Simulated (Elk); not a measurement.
# Magnetic state of Cr (Chromium) from several starts, part 2 of 2

Does Cr (Chromium) prefer parallel or opposed moments, or none?

Elk 11.2.3 (patched build); PBE; all-electron APW+lo, Dirac cores, scalar-relativistic bands.

So far. Step 2 (Order 1, typed as ferro +): After 36 cycles the seed has died away: no moment is left. Step 3 (Order 2, typed as antiferro q=(1/2,1/2,1/2) +-): It lies 19.1 meV a seeded atom under the first start, and its largest moment is 1.16 μB against 1.1e-6 μB.

## 4. Start 3: antiferro q=(0,0,1/2) +-

Reversing part of the moments tests the sign of the couplings between them.

The cell is doubled to 2 atoms to hold this order. Its mesh is chosen so that both cells sample the same points.

elk.in

```
tasks
  0

xctype
  20

rgkmax
  7.0

nempty
  12

swidth
  0.001837

reducebf
  0.5

epsengy
  1e-05

maxscl
  100

lmaxi
  3

spinpol
  .true.

sppath
  './'

avec
  -2.72489058540 2.72489058540 2.72489058540
  2.72489058540 -2.72489058540 2.72489058540
  5.44978117081 5.44978117081 -5.44978117081

atoms
  1
  'Cr.in'
  2
  0.0000000000 0.0000000000 0.0000000000   0.000000 0.000000 -0.125000
  0.0000000000 0.0000000000 0.5000000000   0.000000 0.000000 0.125000

ngridk
  16 16 8
```

Run with:

```sh
$ OMP_NUM_THREADS=4 elk
```

Numbers of over 12 decimals in the logs are rounded to 6 here.

The log of the run:

```text
Info(gndstate): no moment of its own; a second start begins; STATE.OUT holds the state before
Info(gndstate): the second start gave no lower state; one of another order, or behind a
 stronger field, isn't excluded

--- INFO.OUT ---
┌─────────────────────────┐
│ Elk code version 11.2.3 │
└─────────────────────────┘

All units are atomic (Hartree, Bohr, etc.)

┌─────────────────────────────────────────────────┐
│ Ground-state run starting from atomic densities │
└─────────────────────────────────────────────────┘

Lattice vectors :
[...]
total in muffin-tins        :    45.62657050
 total calculated charge     :    48.00038404
 total charge                :    48.00000000
 error                       :   0.3840405170E-03

Moments :
 interstitial                :  -0.3411930107E-21
 muffin-tins
  species : 1 (Cr)
   atom 1                    :  -0.5177065306E-05
   atom 2                    :   0.5177065306E-05
 total in muffin-tins        :    0.000000000
 total moment                :  -0.3411930107E-21

┌──────────────────────────────┐
│ Self-consistent loop stopped │
└──────────────────────────────┘

Wrote STATE.OUT

[key lines of the parts left out:]
total energy                :     -2101.7735571045
```

It took 34 min on 4 threads of Intel Xeon at 2.70GHz, shared host; peak memory 0.27 GiB.

The moments died away, and this build then starts once more from a stronger push, within the same count of loops. That gave no lower state.

The spin moment in the muffin-tin sphere vanishes on all atoms.

This step gave:

| Property | Result |
| --- | --- |
| final state | non-magnetic |

It ends in the same state without moments as the first start; the 0.31 meV between them is numerical noise.

## 5. Order 4, typed as no spin polarisation

A run without seeds gives the energy of the state without moments.

elk.in

```
tasks
  0

xctype
  20

rgkmax
  7.0

nempty
  12

swidth
  0.001837

epsengy
  1e-05

maxscl
  100

lmaxi
  3

sppath
  './'

avec
  -2.72489058540 2.72489058540 2.72489058540
  2.72489058540 -2.72489058540 2.72489058540
  2.72489058540 2.72489058540 -2.72489058540

atoms
  1
  'Cr.in'
  1
  0.0000000000 0.0000000000 0.0000000000   0.000000 0.000000 0.000000

ngridk
  16 16 16
```

Run with:

```sh
$ OMP_NUM_THREADS=4 elk
```

The log of the run:

```text
┌─────────────────────────┐
│ Elk code version 11.2.3 │
└─────────────────────────┘

All units are atomic (Hartree, Bohr, etc.)

┌─────────────────────────────────────────────────┐
│ Ground-state run starting from atomic densities │
└─────────────────────────────────────────────────┘

Lattice vectors :
  -2.724890585       2.724890585       2.724890585
   2.724890585      -2.724890585       2.724890585
   2.724890585       2.724890585      -2.724890585

Species : 1 (Cr)
 muffin-tin radius :    2.334824469
[...]
Estimated direct band gap   :   0.9840278967E-03
 at k-point 83

Charges :
 core                        :    10.00000000
 valence                     :    14.00000000
 interstitial                :    1.186763801
 muffin-tins (core leakage)
  species : 1 (Cr)
   atom 1                    :    22.81323620     ( -0.2218886035E-06)
 total in muffin-tins        :    22.81323620
 total calculated charge     :    24.00011022
 total charge                :    24.00000000
 error                       :   0.1102226749E-03

┌──────────────────────────────┐
│ Self-consistent loop stopped │
└──────────────────────────────┘

Wrote STATE.OUT

[key lines of the parts left out:]
total energy                :     -1050.8867672160
```

Wall time 8.3 s (4 threads); peak memory 0.06 GiB; 23 s of CPU time.

Read from the output:

| Item | Value |
| --- | --- |
| density of states at the Fermi level | 0.6720 states/eV/cell |
| final state | non-magnetic (no spin polarisation) |

It ends in the same state without moments as the first start; the 1.9e-4 meV between them is numerical noise.

## 6. Ranking

These are free energies at a smearing of 0.05 eV, so its entropy term is in the differences. They are divided by the number of seeded atoms, so that cells of unlike size compare. Wavevectors q in the names are fractions of the reciprocal vectors of the first run's cell.

Orders:

```tsv
start	final state	typed order kept	energy over the lowest (meV a seeded atom)	largest sphere moment (μB)	net moment (μB a primitive cell)	DOS at the Fermi level (states/eV a primitive cell)	mesh matched	CPU time (s)
ferro +	non-magnetic	no	19.13	0	0	0.672	yes	751.3
antiferro q=(1/2,1/2,1/2) +-	antiferromagnetic	yes	0	1.161	0	0.3292	yes	1164
antiferro q=(0,0,1/2) +-	non-magnetic	no	18.82	0	0	0.6718	yes	8010
no spin polarisation	non-magnetic	-	19.13	0	0	0.672	yes	23.14
```

## 7. Spin–orbit coupling

Orbital moments arise only with spin–orbit coupling, and measured moments hold them.

The run goes on from the saved lowest state, with the moments along the z axis of the cell.

elk.in

```
tasks
  1
  15

xctype
  20

rgkmax
  7.0

nempty
  12

swidth
  0.001837

reducebf
  0.5

epsengy
  1e-05

maxscl
  100

lmaxi
  3

spinpol
  .true.

spinorb
  .true.

cmagz
  .true.

sppath
  './'

avec
  -5.44978117081 5.44978117081 5.44978117081
  0.00000000000 0.00000000000 5.44978117081
  0.00000000000 5.44978117081 0.00000000000

atoms
  1
  'Cr.in'
  2
  0.0000000000 0.0000000000 0.0000000000   0.000000 0.000000 -0.000125
  0.5000000000 0.0000000000 0.0000000000   0.000000 0.000000 0.000125

ngridk
  8 16 16
```

Run with:

```sh
$ OMP_NUM_THREADS=4 elk
```

The log of the run:

```text
Warning(chksvso): spin-orbit splittings by the second variation are low [figures from our tests cut]: local-orbitals by j (lorbdm 7 and 8, zora) mend levels alone

--- INFO.OUT ---
┌─────────────────────────┐
│ Elk code version 11.2.3 │
└─────────────────────────┘

All units are atomic (Hartree, Bohr, etc.)

┌──────────────────────────────────────────┐
│ Ground-state run resuming from STATE.OUT │
└──────────────────────────────────────────┘

Lattice vectors :
  -5.449781171       5.449781171       5.449781171
   0.000000000       0.000000000       5.449781171
   0.000000000       5.449781171       0.000000000

Species : 1 (Cr)
 parameters loaded from : Cr.in
 name : chromium
 nuclear charge    :   -24.00000000
 electronic charge :    24.00000000
 atomic mass :    94783.09202
 muffin-tin radius :    2.334824469
 number of radial points in muffin-tin :    993
 inner part over the whole radius :   0.9938561239E-02
 number on inner part of muffin-tin    :    699
 approximate nuclear radius :   0.6987106690E-04
 number of mesh points to nuclear radius :    329
 atomic positions (lattice), magnetic fields (Cartesian) :
  1 :   0.00000000  0.00000000  0.00000000    0.00000000  0.00000000  0.00000000
  2 :   0.50000000  0.00000000  0.00000000    0.00000000  0.00000000  0.00000000

Total number of atoms per unit cell :    2
Total muffin-tin volume :    106.6304675
 ratio of muffin-tin to unit cell volume :   0.6587856359

Spin treatment :
 spin-polarised
 spin-orbit coupling
 global magnetic field (Cartesian) :    0.000000000       0.000000000       0.000000000
 collinear magnetisation in z-direction

Number of Bravais lattice symmetries :   48
Number of crystal symmetries         :   16
Crystal has inversion symmetry
Real symmetric eigensolver will be used

k-point grid :      8    16    16
k-point offset :    0.000000000       0.000000000       0.000000000
k-point set is reduced with full crystal symmetry group
Total number of k-points :      205

Muffin-tin radius times maximum |G+k| :    7.000000000
 using average radius
Maximum |G+k| for APW functions       :    2.998084049
Maximum (1/2)|G+k|²                   :    4.494253983
Maximum |G| for potential and density :    12.00000000
Constant for pseudocharge density :    7
 order of it for each species :   14
 order of it for pair densities of each species (exact exchange by exxq0 0: 14) :   10
Radial integration step length :    1

G-vector grid sizes :     40    21    21
Number of G-vectors :     4729

Maximum angular momentum used for
 APW functions            :    8
 outer part of muffin-tin :    6
 inner part of muffin-tin :    3

Number of empty states         :     24
Total number of valence states :     78
Total number of core states    :     20

Third-order local-orbitals added for an l without core states : T
Total number of local-orbitals :     46

Exchange-correlation functional :     20     0     0
 Perdew-Burke-Ernzerhof, Phys. Rev. Lett. 77, 3865 (1996)
 gradient requirement :    1
 generalised gradient approximation (GGA)

Smearing type :    3
 Fermi-Dirac
Smearing width :   0.1837000000E-02
Effective electronic temperature (K) :    580.0787206

Mixing type :    3
 Broyden mixing, J. Phys. A: Math. Gen. 17, L317 (1984)

Potential read in from STATE.OUT

┌──────────────────────────────┐
│ Self-consistent loop started │
└──────────────────────────────┘

[... earlier loops left out ...]

┌──────────────────┐
│ Loop number : 15 │
└──────────────────┘

Energies :
 Fermi                       :     0.372036
 sum of occupied eigenvalues :     -1220.8855402467
 electron kinetic            :      2125.8871747184
 core electron kinetic       :      1925.4937484856
 Coulomb                     :     -4130.0595849518
 Coulomb potential           :     -3220.1903655472
 nuclear-nuclear             :     -384.63901597461
 electron-nuclear            :     -4286.4688037246
 Hartree                     :      541.04823474744
 Madelung                    :     -2519.9644021782
 xc potential                :     -126.53054670714
 xc effective B-field        :    -0.51802746867014E-01
 external B-field            :      0.000000
 exchange                    :     -95.417122370188
 correlation                 :     -2.185788
 electron entropic           :    -0.20445577544234E-03
 total energy                :     -2101.7755250597
 (external B-field energy excluded from total)

Density of states at Fermi energy :    17.95454637
 (states/Hartree/unit cell)

Estimated indirect band gap :   0.2067221981E-02
 from k-point 53 to k-point 32
Estimated direct band gap   :   0.1153646463E-01
 at k-point 26

Charges :
 core                        :    20.00000000
 valence                     :    28.00000000
 interstitial                :    2.362655240
 muffin-tins (core leakage)
  species : 1 (Cr)
   atom 1                    :    22.81867238     ( -0.2218885555E-06)
   atom 2                    :    22.81867238     ( -0.2218885555E-06)
 total in muffin-tins        :    45.63734476
 total calculated charge     :    47.99987096
 total charge                :    48.00000000
 error                       :   0.1290427257E-03

Moments :
 interstitial                :   0.3149118902E-17
 muffin-tins
  species : 1 (Cr)
   atom 1                    :    1.157022831
   atom 2                    :   -1.157022831
 total in muffin-tins        :  -0.2220446049E-15
 total moment                :  -0.2188954860E-15

┌──────────────────────────────┐
│ Self-consistent loop stopped │
└──────────────────────────────┘

Wrote STATE.OUT
```

The job ended after 11 min (4 threads; peak memory 0.24 GiB).

Numbers from this step:

* density of states at the Fermi level: 0.6598 states/eV/cell
* moment between the spheres: 0 μB
* magnetization: 0 μB
* final state: antiferromagnetic
* largest moment: 1.157 μB

Orbital moment <L> in the sphere by atom:

```tsv
atom	x (μB)	y (μB)	z (μB)	size
Cr1	0.0000	0.0000	-0.0076	0.0076
Cr2	0.0000	0.0000	0.0076	0.0076
```

## 8. Outcome

* lowest state found: antiferromagnetic (typed antiferro q=(1/2,1/2,1/2) +-)
* largest site moment: 1.16 μB
* next state: non-magnetic, 18.8 meV a seeded atom higher
* energy gained by spin polarisation: 19.1 meV a seeded atom
* with spin–orbit coupling: largest spin moment and its orbital moment: 1.16 and -0.00760 μB

What this shows: The lowest state found is antiferromagnetic, reached from the start antiferro q=(1/2,1/2,1/2) +-, with moments up to 1.16 μB. Spin polarisation gains little. 2 starts left the typed pattern (a sign turned or a seeded moment died), so such an energy belongs to the state reached, not the one typed. The orbital moment is almost quenched. Only 4 starts are shown; other collinear patterns, canted and longer-period orders are not.

[Logs and program files are shortened in this print: banners, set-up blocks, solver, clock and traceback lines can be left out without a mark of their own.]

[Logs are printed without paths, hosts, clocks, repeated set-up lines and the standing remarks that a program may print on its own settings, such as how far it seeks lower states.]

[Hosts, paths, dates, database ids (printed as entryN), source tags and the programs' standing remarks are cut or masked in the printed files.]

[Where a cell is said to come from a database of computed structures, the database is the Materials Project.]
